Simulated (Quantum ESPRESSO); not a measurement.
Two runs for the O K edge of atom 3 in TiO2 (Rutile, P4_2/mnm). Run A: Quantum ESPRESSO XSpectra, PBE, full core hole (charged cell), 12-atom cell with 5.5 Å between holes, 5×5×5 k points, dipole transitions, Lorentzian half width 0.4 eV. Run B differs in one choice.

Energy from the lowest empty level; intensity scaled to a mean of 1 over the first 20 eV:

| E (eV) | A | B |
| --- | --- | --- |
| -2.0 | 0.07 | 0.07 |
| -1.5 | 0.09 | 0.09 |
| -1.0 | 0.15 | 0.14 |
| -0.5 | 0.23 | 0.24 |
| 0.0 | 0.51 | 0.53 |
| 0.5 | 1.16 | 1.15 |
| 1.0 | 1.46 | 1.38 |
| 1.5 | 1.10 | 1.11 |
| 2.0 | 0.72 | 0.87 |
| 2.5 | 0.67 | 0.77 |
| 3.0 | 1.22 | 1.25 |
| 3.5 | 1.90 | 1.69 |
| 4.0 | 1.84 | 1.65 |
| 4.5 | 1.37 | 1.45 |
| 5.0 | 0.74 | 1.00 |
| 5.5 | 0.40 | 0.53 |
| 6.0 | 0.25 | 0.28 |
| 6.5 | 0.21 | 0.21 |
| 7.0 | 0.23 | 0.22 |
| 7.5 | 0.31 | 0.26 |
| 8.0 | 0.40 | 0.37 |
| 8.5 | 0.58 | 0.50 |
| 9.0 | 0.84 | 0.69 |
| 9.5 | 1.13 | 1.02 |
| 10.0 | 1.36 | 1.17 |
| 10.5 | 1.25 | 1.29 |
| 11.0 | 1.23 | 1.13 |
| 11.5 | 1.18 | 1.14 |
| 12.0 | 1.43 | 1.27 |
| 12.5 | 1.60 | 1.45 |
| 13.0 | 1.83 | 1.62 |
| 13.5 | 1.82 | 1.78 |
| 14.0 | 1.59 | 1.97 |
| 14.5 | 1.33 | 1.67 |
| 15.0 | 1.29 | 1.33 |
| 15.5 | 1.52 | 1.35 |
| 16.0 | 1.44 | 1.44 |
| 16.5 | 1.00 | 1.14 |
| 17.0 | 0.75 | 0.82 |
| 17.5 | 0.64 | 0.66 |
| 18.0 | 0.50 | 0.57 |
| 18.5 | 0.45 | 0.49 |
| 19.0 | 0.38 | 0.42 |
| 19.5 | 0.39 | 0.42 |
| 20.0 | 0.44 | 0.45 |
| 20.5 | 0.49 | 0.53 |
| 21.0 | 0.59 | 0.63 |
| 21.5 | 0.64 | 0.70 |
| 22.0 | 0.62 | 0.71 |
| 22.5 | 0.65 | 0.70 |
| 23.0 | 0.81 | 0.74 |
| 23.5 | 0.99 | 1.05 |
| 24.0 | 0.91 | 0.96 |
| 24.5 | 0.86 | 0.79 |
| 25.0 | 0.74 | 0.76 |
| 25.5 | 0.65 | 0.74 |
| 26.0 | 0.70 | 0.70 |
| 26.5 | 0.81 | 0.79 |
| 27.0 | 0.67 | 0.66 |
| 27.5 | 0.54 | 0.51 |
| 28.0 | 0.46 | 0.49 |
| 28.5 | 0.45 | 0.48 |
| 29.0 | 0.47 | 0.47 |
| 29.5 | 0.52 | 0.49 |
| 30.0 | 0.66 | 0.50 |
| 30.5 | 0.68 | 0.68 |
| 31.0 | 0.72 | 0.76 |
| 31.5 | 0.71 | 0.74 |
| 32.0 | 0.58 | 0.64 |

Q: What was changed?
a) the volume of the cell
b) the size of the supercell
c) the plane-wave cutoff
d) the radius of the reconstruction

(b): run B changes the supercell atoms from 12 to 6, and the k mesh follows the cell. The scaled spectrum changes by 12 % r.m.s. Another feature, at 14.0 eV (1.99), becomes the highest below 16 eV; the one at 3.7 eV (1.96) is now at 3.7 eV (1.74). Other settings could leave a like mark; this is the one that was changed.

[Hosts, paths, dates, database ids (printed as entryN), source tags and the programs' standing remarks are cut or masked in the printed files.]

[Lists of maxima count a maximum above −3 eV only where it reaches 4 % of the highest in the window and stands out from its surroundings by 2 % of it (1.5 % where it reaches 55 %); shoulders and weaker maxima are passed over, and of the rest the first, up to two pre-edge ones and the few strongest are named.]
